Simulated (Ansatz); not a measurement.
## Vibrations of species on Ti(0001)

Aim: bond lengths and vibrational modes of species bound on Ti(0001).

Main program and level: Ansatz 0.2.0; DFT PBE, scalar-relativistic, plane waves, PAW; PAW set soft_1.

## (1) The bulk crystal behind the slab

Symmetry: P6_3/mmc, No. 194, hexagonal system. The conventional cell has a = 2.940 Å, b = 2.940 Å, c = 4.650 Å, α = 90.00°, β = 90.00°, γ = 120.00°. Nearest to Ti lie 12 Ti at 2.88 to 2.94 Å.

## (2) Relaxation of the host

The host crystal is relaxed at the same level, and its volume sets the scale of the cells that follow.

File input.yaml:

```yaml
crystal:
  lattice:
    - [2.94, 0.0, 0.0]
    - [-1.47, 2.5461146871, 0.0]
    - [0.0, 0.0, 4.65]
  atoms:
    - { symbol: Ti, position: [0.3333333333, 0.6666666667, 0.25] }
    - { symbol: Ti, position: [0.6666666667, 0.3333333333, 0.75] }
kpoints:
  mp_grid: { grid: [21, 21, 12] }
hamiltonian:
  xc: pbe
  pseudopotentials: { kind: paw, azcp: { folder: soft_1 } }
scf:
  occupations: { method: methfessel_paxton, width: 0.15 }
output:
  forces: true
  stress: true
  eigenvalues: true
relax:
  adjacent_minimum: "off"
  f_tol: 0.002
  max_steps: 60
  cell: { stress_tol: 0.02 }
```

Command:

```
$ ansatz run input.yaml --threads 8 --pin off --max-ram 20480MiB --backend cpu --events-out ev --progress --plain --runs-dir out
```

Numbers of over 12 decimals in the logs are rounded to 6 here.

Output:

```text
The last accepted step is kept in <dir> (removed where the run ends without a failure and the disk answers)
Engine: ansatz 0.2.0, aarch64-unknown-linux-gnu
Pseudopotentials: kind: paw
Pseudopotential: Ti, paw, valence charge 12, recommended cutoff 420 eV (normal), soft_1/Ti.paw.azcp
Functional definition: PBE
  parameter kappa = 0.804
  parameter beta = 0.066725
  exchange = pbe_x(kappa = kappa, mu = beta*pi^2/3)
[...]
--- Relaxed structure (3 steps of the walk, 2 accepted, 1 SCFs on fresh bases) ---
  F+E_penalty+E_count = -4999.33640977 eV   max|allowed force component| = 2.591e-16 eV/Å   (the final SCF, on the basis selected at the relaxed cell)
  cell:  # Å, volume = 34.7684 Å³
    - [2.938405, 0.0, 0.0]
    - [-1.469202, 2.544733, 0]
    - [0.0, 0, 4.649765]
  atoms:
    - { symbol: Ti, position: [0.333333, 0.666667, 0.250000] }
    - { symbol: Ti, position: [0.666667, 0.333333, 0.750000] }
[key lines of the parts left out:]
SCF converged after 4 iterations
Free energy (F): -4999.336410 eV
Fermi energy:    13.295211 eV
P = ⅓ Tr σ = -0.0008 GPa (-0.008 kbar)
```

Elapsed: 9 s, on 8 threads of Arm Neoverse N1, shared host; peak memory 0.5 GiB; 65 s of CPU time.

Little changed from the start: no atom moved by 0.005 Å and no cell edge by 0.1 %.

This step gave:

- pressure: -7.92e-4 GPa
- volume per atom: 17.38 Å³
- gap on the k-mesh: 0 eV

The forces vanish by symmetry.

## (3) Letting the atoms settle: Cl at the hcp hollow site, 1 monolayer

The slab carries Cl at the hcp hollow site, 1 monolayer. The typed slab is scaled evenly to the volume of the relaxed bulk, at the typed c/a. The lowest layers are held, and the other atoms relax. The program lengthens the typed cell of 23.8 Å along the normal to 41.3 Å, as its cut-off of the electrostatics needs, and moves no atom.

System of this step: Cl at the hcp hollow site, 1 monolayer on Ti(0001). The cell holds 5 atoms: 4 Ti and 1 Cl. Its edges and angles: a = 2.939 Å, b = 2.939 Å, c = 41.320 Å, α = 90.0°, β = 90.0°, γ = 60.0°. It derives from Ti. Vacuum lies along c.

File input.yaml:

```yaml
crystal:
  lattice:
    - [2.9388869341, 0.0, 0.0]
    - [1.469443467, 2.5451460584, 0.0]
    - [0.0, 0.0, 23.754213395]
  atoms:
    - { symbol: Ti, position: [0.666667, 0.666667, 0.315614] }
    - { symbol: Ti, position: [0.0, 0.0, 0.413454] }
    - { symbol: Ti, position: [0.666667, 0.666667, 0.511294] }
    - { symbol: Ti, position: [0.0, 0.0, 0.609135] }
    - { symbol: Cl, position: [0.666667, 0.666667, 0.684386] }
  periodic: [true, true, false]
kpoints:
  mp_grid: { grid: [12, 12, 1] }
hamiltonian:
  xc: pbe
  pseudopotentials: { kind: paw, azcp: { folder: soft_1 } }
scf:
  occupations: { method: methfessel_paxton, width: 0.15 }
output:
  forces: true
  eigenvalues: true
relax:
  adjacent_minimum: "off"
  f_tol: 0.003
  max_steps: 120
  constraints: [{ sites: [0, 1] }]
```

Output:

```text
Warning: crystal.periodic: the lattice vector that does not repeat stood 0.000° off the slab's normal, 23.754 Å along it as the deck builds it. The run solves the slab on a vector along the normal, 41.320 Å long, with every atom where it was (on the deck's vector they left 14.99 Å outside them, and the widest stretch free of ions among them is 2.32 Å). A fractional position that the run reports is one of the run's ce [...]
Warning: the atoms were moved onto the symmetric positions of the space group found under crystal.symmetry.tolerance 1.0e-5 (fractional; no operation is sought that the atoms, as they stand in a round, miss by more than twice it, and no atom is moved by as much as it), and the run uses the moved positions. Before a round's move an operation carried an atom to 1.76e-6 Å from where it should land, the largest such dist [...]
[...]
crystal.periodic: the lattice vector that does not repeat stood 0.000° off the slab's normal, 23.754 Å along it as the deck builds it. The run solves the slab on a vector along the normal, 41.320 Å long, with every atom where it was (on the deck's vector they left 14.99 Å outside them, and the widest stretch free of ions among them is 2.32 Å). A fractional position that the run reports is one of the run's cell, which [...]
[...]
Crystal: 5 atoms, lattice volume = 309.068 Å³
Basis set: ecut = 420 eV, 5971 PW (Γ), exchange–correlation on 40×40×576 points (8 copies of the dense FFT grid, shifted against one another)
Bands: 33, of which v1, the nominal top of the filled ones, is band 28 counted from 1 (27 counted from 0)
Symmetry: 6 space group operations
[...]
k-points: 19 of 144 (time reversal used)
[...]
SCF iter   1: F=—  HF=-11082.014381 eV  |F-HF|=—  |Δ(HF+E_count)|=         —  Δρ=3.99e-2  dr2=6.72e1  ethr=3.10e-3  ⟨swp⟩=12.1  Hψ=4330  notcnv=0
[...]
SCF iter  13: F=-11079.014748 eV  HF=-11079.014748 eV  |F-HF|=5.68e-8  |Δ(HF+E_count)|=   2.12e-7  S|Δr|=    0.00e0  Δρ=2.16e-6  dr2=2.29e-8  ethr=4.09e-10  ⟨swp⟩=17.7  Hψ=4256  notcnv=0
SCF 1 converged in 13 iterations: F = -11079.014748 eV  dr2 = 2.29e-8
[...]
relax step   1: F+E_penalty+E_count = -11079.01474846 eV  Δ(F+E_penalty+E_count) = +0.000e0 eV  max|allowed force component| = 6.124e-1 eV/Å  Δτ_max = 0.0000 Å  (13 SCF iters, dr2 threshold 2.25e-7 eV, accepted)
[...]
SCF iter   7: F=-11079.031718 eV  HF=-11079.031716 eV  |F-HF|=1.44e-6  |Δ(HF+E_count)|=   2.37e-6  S|Δr|=    0.00e0  Δρ=2.58e-5  dr2=3.24e-6  ethr=4.26e-8  ⟨swp⟩=16.8  Hψ=4283  notcnv=0
SCF 2 converged in 7 iterations: F = -11079.031718 eV  dr2 = 3.24e-6
relax step   2: F+E_penalty+E_count = -11079.03171753 eV  Δ(F+E_penalty+E_count) = -1.697e-2 eV  max|allowed force component| = 3.756e-1 eV/Å  Δτ_max = 0.0894 Å  (7 SCF iters, dr2 threshold 2.34e-5 eV, accepted)
[...]
SCF iter   7: F=-11079.042418 eV  HF=-11079.042418 eV  |F-HF|=2.09e-7  |Δ(HF+E_count)|=   2.88e-6  S|Δr|=    0.00e0  Δρ=9.64e-6  dr2=7.41e-7  ethr=1.60e-8  ⟨swp⟩=14.6  Hψ=3613  notcnv=0
SCF 3 converged in 7 iterations: F = -11079.042418 eV  dr2 = 7.41e-7
relax step   3: F+E_penalty+E_count = -11079.04241814 eV  Δ(F+E_penalty+E_count) = -1.070e-2 eV  max|allowed force component| = 7.858e-2 eV/Å  Δτ_max = 0.0296 Å  (7 SCF iters, dr2 threshold 8.82e-6 eV, accepted)
[...]
relax step   4: F+E_penalty+E_count = -11079.04265527 eV  Δ(F+E_penalty+E_count) = -2.371e-4 eV  max|allowed force component| = 4.011e-3 eV/Å  Δτ_max = 0.0070 Å  (6 SCF iters, dr2 threshold 3.86e-7 eV, accepted)
SCF iter   1: F=—  HF=-11079.042484 eV  |F-HF|=—  |Δ(HF+E_count)|=         —  Δρ=2.62e-5  dr2=1.76e-5  ethr=5.22e-7  ⟨swp⟩=1.5  Hψ=942  notcnv=0
[...]
SCF iter   6: F=-11079.042656 eV  HF=-11079.042656 eV  |F-HF|=2.95e-10  |Δ(HF+E_count)|=   5.76e-9  S|Δr|=    0.00e0  Δρ=3.08e-7  dr2=2.29e-9  ethr=1.64e-11  ⟨swp⟩=4.3  Hψ=2385  notcnv=0
SCF 5 converged in 6 iterations: F = -11079.042656 eV  dr2 = 2.29e-9
relax step   5: F+E_penalty+E_count = -11079.04265641 eV  Δ(F+E_penalty+E_count) = -1.134e-6 eV  max|allowed force component| = 2.098e-4 eV/Å  Δτ_max = 0.0007 Å  (6 SCF iters, accepted)
SCF converged after 6 iterations
[...]
Free energy (F): -11079.042656 eV
[...]
Internal energy: -11079.045817 eV  (E = F + TS)
E sigma→0 (E₀):  -11079.043447 eV
Entropy (-TS):   0.003161 eV (0.632 meV/atom)
Fermi energy:    -4.346568 eV
[...]
--- Forces (eV/Å), atoms counted from 1 ---
  atom   1  Ti     0.00000000     0.00000000     0.56927613
  atom   2  Ti    -0.00000000    -0.00000000    -0.56916322
  atom   3  Ti     0.00000000     0.00000000     0.00013449
  atom   4  Ti    -0.00000000    -0.00000000    -0.00020981
  atom   5  Cl    -0.00000000    -0.00000000    -0.00004276
  max |Σ_I F_I| component: 5.17e-6 eV/Å
--- Band table (eV; the first three rows and the last of 19) ---
  k-point 0: bands = [... 24 lower, -4.5072, -4.1168, -3.9846, -3.6722, -3.6722, -3.6668, -3.6094, -3.6094, ... 1 higher]
  k-point 1: bands = [... 24 lower, -4.5663, -4.2142, -4.1222, -3.8771, -3.8043, -3.6603, -3.5988, -3.4968, ... 1 higher]
  k-point 2: bands = [... 24 lower, -4.8486, -4.5737, -4.3258, -4.1819, -4.0708, -3.7774, -3.5314, -3.4177, ... 1 higher]
  k-point 18: bands = [... 24 lower, -5.5714, -5.0745, -5.0059, -4.4316, -4.4063, -4.2590, -4.0880, -3.6062, ... 1 higher]
--- Relaxed structure (5 steps of the walk, 5 accepted, 0 SCFs on fresh bases) ---
  F+E_penalty+E_count = -11079.04265641 eV   max|allowed force component| = 2.098e-4 eV/Å
  cell:  # Å, volume = 309.0677 Å³
    - [2.938884, 2.886740418561686e-11, 0.0]
    - [1.469442, 2.545148, 0.0]
    - [0.0, 0.0, 41.319778]
  atoms:
    - { symbol: Ti, position: [0.666667, 0.666667, 0.181442] }
    - { symbol: Ti, position: [8.437692234294109e-17, 1.0732153610662284e-16, 0.237689] }
    - { symbol: Ti, position: [0.666667, 0.666667, 0.295413] }
    - { symbol: Ti, position: [8.477585711686203e-17, 1.0692260133270189e-16, 0.350567] }
    - { symbol: Cl, position: [0.666667, 0.666667, 0.392371] }
```

It took 26 s on 8 threads; peak memory 0.88 GiB.

This run has no spin polarisation although its electron count is odd.

The steps of the relaxation:

```tsv
step	energy less that of the first step (eV)	largest force component (eV/Å)
1	0.0000	0.6124
2	-0.0170	0.3756
3	-0.0277	0.0786
4	-0.0279	0.0040
5	-0.0279	0.0002
```

The run keeps the 6 symmetry operations that it works with, so distortions that break them were not tested.

The atoms that moved most (Å):

```tsv
atom	dx	dy	dz	length
Ti3	0.000	0.000	0.061	0.061
Cl5	0.000	0.000	-0.044	0.044
Ti4	0.000	0.000	0.016	0.016
```

The largest force component left on a free atom is 0.21 meV/Å.

## (4) Modes of the chosen sites: Cl at the hcp hollow site, 1 monolayer

Only 2 sites are displaced (1 Ti and 1 Cl), with their periodic images, and all others stay at rest. This gives the modes that are localised on these sites for less work than the whole matrix.

input.yaml, the sections that differ from step 3:

```yaml
crystal:
  lattice:
    - [2.938884229, 0.0, 0.0]
    - [1.4694421145, 2.5451484011, 0.0]
    - [0.0, 0.0, 41.3197775642]
  atoms:
    - { symbol: Ti, position: [0.6666666667, 0.6666666667, 0.1814424653] }
    - { symbol: Ti, position: [0.0, 0.0, 0.2376894341] }
    - { symbol: Ti, position: [0.6666666667, 0.6666666667, 0.295412702] }
    - { symbol: Ti, position: [0.0, 0.0, 0.3505673071] }
    - { symbol: Cl, position: [0.6666666667, 0.6666666667, 0.3923706319] }
  periodic: [true, true, false]
output:
  eigenvalues: true
phonons:
  method: fd
  supercell: [1, 1, 1]
  displaced_sites: [3, 4]
  rigid_motions: translations
# kpoints, hamiltonian, scf: as in step 3
# relax: removed
```

Output:

```text
[...]
Crystal: 5 atoms, lattice volume = 309.068 Å³
Basis set: ecut = 420 eV, 5971 PW (Γ), exchange–correlation on 40×40×576 points (8 copies of the dense FFT grid, shifted against one another)
Bands: 33, of which v1, the nominal top of the filled ones, is band 28 counted from 1 (27 counted from 0)
Symmetry: 6 space group operations
k-points: 19 of 144 (time reversal used)
[...]
SCF iter   1: F=—  HF=-11082.029299 eV  |F-HF|=—  |Δ(HF+E_count)|=         —  Δρ=3.89e-2  dr2=6.70e1  ethr=3.10e-3  ⟨swp⟩=12.2  Hψ=4354  notcnv=0
[...]
SCF iter  17: F=-11079.042656 eV  HF=-11079.042656 eV  |F-HF|=4.80e-10  |Δ(HF+E_count)|=  5.88e-10  S|Δr|=    0.00e0  Δρ=5.41e-8  dr2=8.39e-12  ethr=1.00e-12  ⟨swp⟩=15.5  Hψ=4179  notcnv=0
SCF 1 converged in 17 iterations: F = -11079.042656 eV  dr2 = 8.39e-12
[...]
Symmetry: 2 space group operations
k-points: 43 of 144 (time reversal used)
[...]
SCF iter   9: F=-11079.042630 eV  HF=-11079.042630 eV  |F-HF|=1.75e-10  |Δ(HF+E_count)|=  4.40e-10  S|Δr|=    0.00e0  Δρ=1.98e-8  dr2=4.31e-12  ethr=1.00e-12  ⟨swp⟩=10.3  Hψ=8945  notcnv=0
SCF 2 converged in 9 iterations: F = -11079.042630 eV  dr2 = 4.31e-12
[...]
SCF iter   6: F=-11079.042631 eV  HF=-11079.042631 eV  |F-HF|=5.82e-11  |Δ(HF+E_count)|=  1.38e-10  S|Δr|=    0.00e0  Δρ=1.11e-8  dr2=9.89e-13  ethr=1.00e-12  ⟨swp⟩=10.4  Hψ=9017  notcnv=0
SCF 3 converged in 6 iterations: F = -11079.042631 eV  dr2 = 9.89e-13
[...]
SCF iter   9: F=-11079.042636 eV  HF=-11079.042636 eV  |F-HF|=8.55e-11  |Δ(HF+E_count)|=  4.73e-10  S|Δr|=    0.00e0  Δρ=1.33e-8  dr2=1.17e-12  ethr=1.00e-12  ⟨swp⟩=10.4  Hψ=8921  notcnv=0
SCF 4 converged in 9 iterations: F = -11079.042636 eV  dr2 = 1.17e-12
[...]
SCF iter   6: F=-11079.042636 eV  HF=-11079.042636 eV  |F-HF|=5.82e-11  |Δ(HF+E_count)|=  1.00e-10  S|Δr|=    0.00e0  Δρ=1.55e-8  dr2=1.44e-12  ethr=1.00e-12  ⟨swp⟩=10.8  Hψ=9086  notcnv=0
SCF 5 converged in 6 iterations: F = -11079.042636 eV  dr2 = 1.44e-12
SCF converged after 17 iterations
[...]
Free energy (F): -11079.042656 eV
[...]
Internal energy: -11079.045817 eV  (E = F + TS)
E sigma→0 (E₀):  -11079.043447 eV
Entropy (-TS):   0.003161 eV (0.632 meV/atom)
Fermi energy:    -4.346541 eV
[...]
--- Forces (eV/Å), atoms counted from 1 ---
  atom   1  Ti    -0.00000000     0.00000000     0.56927412
  atom   2  Ti    -0.00000000    -0.00000000    -0.56916734
  atom   3  Ti     0.00000000     0.00000000     0.00013820
  atom   4  Ti    -0.00000000    -0.00000000    -0.00023733
  atom   5  Cl    -0.00000000    -0.00000000    -0.00000658
  max |Σ_I F_I| component: 1.07e-6 eV/Å
--- Band table (eV; the first three rows and the last of 19) ---
  k-point 0: bands = [... 24 lower, -4.5072, -4.1168, -3.9846, -3.6722, -3.6722, -3.6668, -3.6093, -3.6093, ... 1 higher]
  k-point 1: bands = [... 24 lower, -4.5663, -4.2142, -4.1222, -3.8771, -3.8043, -3.6603, -3.5987, -3.4967, ... 1 higher]
  k-point 2: bands = [... 24 lower, -4.8486, -4.5737, -4.3257, -4.1819, -4.0708, -3.7774, -3.5314, -3.4177, ... 1 higher]
  k-point 18: bands = [... 24 lower, -5.5714, -5.0744, -5.0059, -4.4316, -4.4062, -4.2590, -4.0880, -3.6062, ... 1 higher]
--- Phonons: 4 displaced members + reference (amplitude 0.0025 Å, Σ member SCF iterations 30) ---
  symmetry images taken by strict's conditions (phonons.symmetry_images: auto; settled by no image being taken that strict refuses)
  force constants formed among 2 of 5 sites (Ti 3, Cl 4); the other 3 at rest. The modes move the named sites alone.
  the frequencies, the zero-point energy and the sums are of the block with the acoustic sum rule laid on its rows. Row sums over every site: 1.7e-4 eV/Å² at the most
  transpose residual: 1.8e-4 eV/Å²
  largest component of a force at the reference: 2.4e-4 eV/Å on a named site, 5.7e-1 eV/Å on a site at rest
  frequencies among the named sites at Γ of the cell (cm⁻¹): 52.12 52.12 120.55 256.12 256.12 377.00
  unstable modes among the named sites: 0
  frequencies as built, with no sum rule (cm⁻¹): 52.11 52.11 120.56 256.12 256.12 377.00
  zero-point energy: 0.069060 eV/cell   skipped modes (ω ≤ 0): 0
  not written: the harmonic force-constant file, the file of eigenvectors (these modes' are written with the force constants), the density of states and the dispersion, which are of every site
```

It took 49 s on 8 threads; peak memory 0.97 GiB.

The column dr2 measures how far the density is from self-consistency, as an energy; F and HF (Harris–Foulkes) agree once it is small.

This run has no spin polarisation, although Ti can carry a moment.

The other atoms of the cell are at rest; shares are of the kinetic energy, a minus sign marks an imaginary mode, and where like sites share a mode the one named is one choice of several. Modes of the displaced sites:

```tsv
mode	frequency (cm⁻¹)	share of Ti (%)	share of Cl (%)	site with the largest share	its share (%)
1	52.1	53	47	Ti4	53
2	52.1	53	47	Ti4	53
3	120.5	51	49	Ti4	51
4	256.1	47	53	Cl5	53
5	256.1	47	53	Cl5	53
6	377.0	49	51	Cl5	51
```

The same force constants with another mass on the added atoms, against the natural mean mass; listed are the real modes with at least half of their motion on these atoms, followed through small steps of mass, less those that pass through avoided crossings, where the squared overlap of new and old mass-weighted patterns is under 0.8. Modes after a change of mass:

```tsv
substitution	mode	frequency (cm⁻¹)	after (cm⁻¹)	ratio
37Cl	4	256.1	253.3	1.011
37Cl	5	256.1	253.3	1.011
37Cl	6	377.0	373.1	1.011
```

The highest mode of the block lies at 377.0 cm⁻¹; the acoustic sum rule moved it by 0.0 cm⁻¹.

## (5) Letting the atoms settle: Cl at the hcp hollow site, 0.5 monolayer

The slab carries Cl at the hcp hollow site, 0.5 monolayer. The typed slab is scaled evenly to the volume of the relaxed bulk, at the typed c/a. The lowest layers are held, and the other atoms relax. The program lengthens the typed cell of 23.8 Å along the normal to 41.3 Å, as its cut-off of the electrostatics needs, and moves no atom.

System of this step: Cl at the hcp hollow site, 0.5 monolayer on Ti(0001). The cell holds 9 atoms: 8 Ti and 1 Cl. Its edges and angles: a = 5.878 Å, b = 2.939 Å, c = 41.320 Å, α = 90.0°, β = 90.0°, γ = 60.0°. It derives from Ti. Vacuum lies along c.

File input.yaml:

```yaml
crystal:
  lattice:
    - [5.8777738682, 0.0, 0.0]
    - [1.469443467, 2.5451460584, 0.0]
    - [0.0, 0.0, 23.754213395]
  atoms:
    - { symbol: Ti, position: [0.833333, 0.666667, 0.315614] }
    - { symbol: Ti, position: [0.333333, 0.666667, 0.315614] }
    - { symbol: Ti, position: [0.0, 0.0, 0.413454] }
    - { symbol: Ti, position: [0.5, 0.0, 0.413454] }
    - { symbol: Ti, position: [0.833333, 0.666667, 0.511294] }
    - { symbol: Ti, position: [0.333333, 0.666667, 0.511294] }
    - { symbol: Ti, position: [0.0, 0.0, 0.609135] }
    - { symbol: Ti, position: [0.5, 0.0, 0.609135] }
    - { symbol: Cl, position: [0.333333, 0.666667, 0.684386] }
  periodic: [true, true, false]
kpoints:
  mp_grid: { grid: [6, 12, 1] }
hamiltonian:
  xc: pbe
  pseudopotentials: { kind: paw, azcp: { folder: soft_1 } }
scf:
  occupations: { method: methfessel_paxton, width: 0.15 }
output:
  forces: true
  eigenvalues: true
relax:
  adjacent_minimum: "off"
  f_tol: 0.003
  max_steps: 120
  constraints: [{ sites: [0, 1, 2, 3] }]
```

Output:

```text
[...]
Warning: crystal.lattice, of which some number shows no typed digit to judge by, misses the space group found at crystal.symmetry.tolerance 1.0e-5 by more than rounding, which is why this is a warning: the operation that it misses by the most changes a squared length by the fraction 3.19e-6, and from 1e-6 on that is taken for a strain and not for rounding. The run uses the lattice that is a stretch of the typed one,  [...]
[...]
atoms:
    - { symbol: Ti, position: [0.833333, 0.666667, 0.181442] }
    - { symbol: Ti, position: [0.333333, 0.666667, 0.181442] }
    - { symbol: Ti, position: [0.0, 0.0, 0.237689] }
    - { symbol: Ti, position: [0.5, 0, 0.237689] }
    - { symbol: Ti, position: [0.826501, 0.673499, 0.294259] }
    - { symbol: Ti, position: [0.340412, 0.659588, 0.297647] }
    - { symbol: Ti, position: [-0.010554, 0.010554, 0.347185] }
    - { symbol: Ti, position: [0.521302, -0.021302, 0.352968] }
    - { symbol: Cl, position: [0.298937, 0.701063, 0.393098] }
[key lines of the parts left out:]
SCF converged after 6 iterations
Free energy (F): -21076.246975 eV
Fermi energy:    -4.328246 eV
```

It took 3.3 min on 8 threads; peak memory 2.1 GiB; 26 min of CPU time.

Step by step:

```tsv
step	energy less that of the first step (eV)	largest force component (eV/Å)
1	0.0000	0.6339
2	-0.0838	0.6123
3	-0.1424	0.1420
4	-0.1460	0.0319
5	-0.1461	0.0529
6	-0.1464	0.0065
7	-0.1464	0.0008
```

Forces are held to the 2 operations that the run works with; a distortion that breaks them can't arise in this run.

The atoms that moved most (Å):

```tsv
atom	dx	dy	dz	length
Cl9	-0.152	0.088	-0.014	0.176
Ti8	0.094	-0.054	0.115	0.158
Ti6	0.031	-0.018	0.153	0.158
Ti7	-0.047	0.027	-0.124	0.135
Ti5	-0.030	0.017	0.013	0.037
```

The largest force component left on a free atom is 0.85 meV/Å.

(Part 1 of 2 ends here.)

[Logs are printed without paths, hosts, clocks, repeated set-up lines and the standing remarks that a program may print on its own settings, such as how far it seeks lower states.]

[Hosts, paths, dates, database ids (printed as entryN), source tags and the programs' standing remarks are cut or masked in the printed files.]
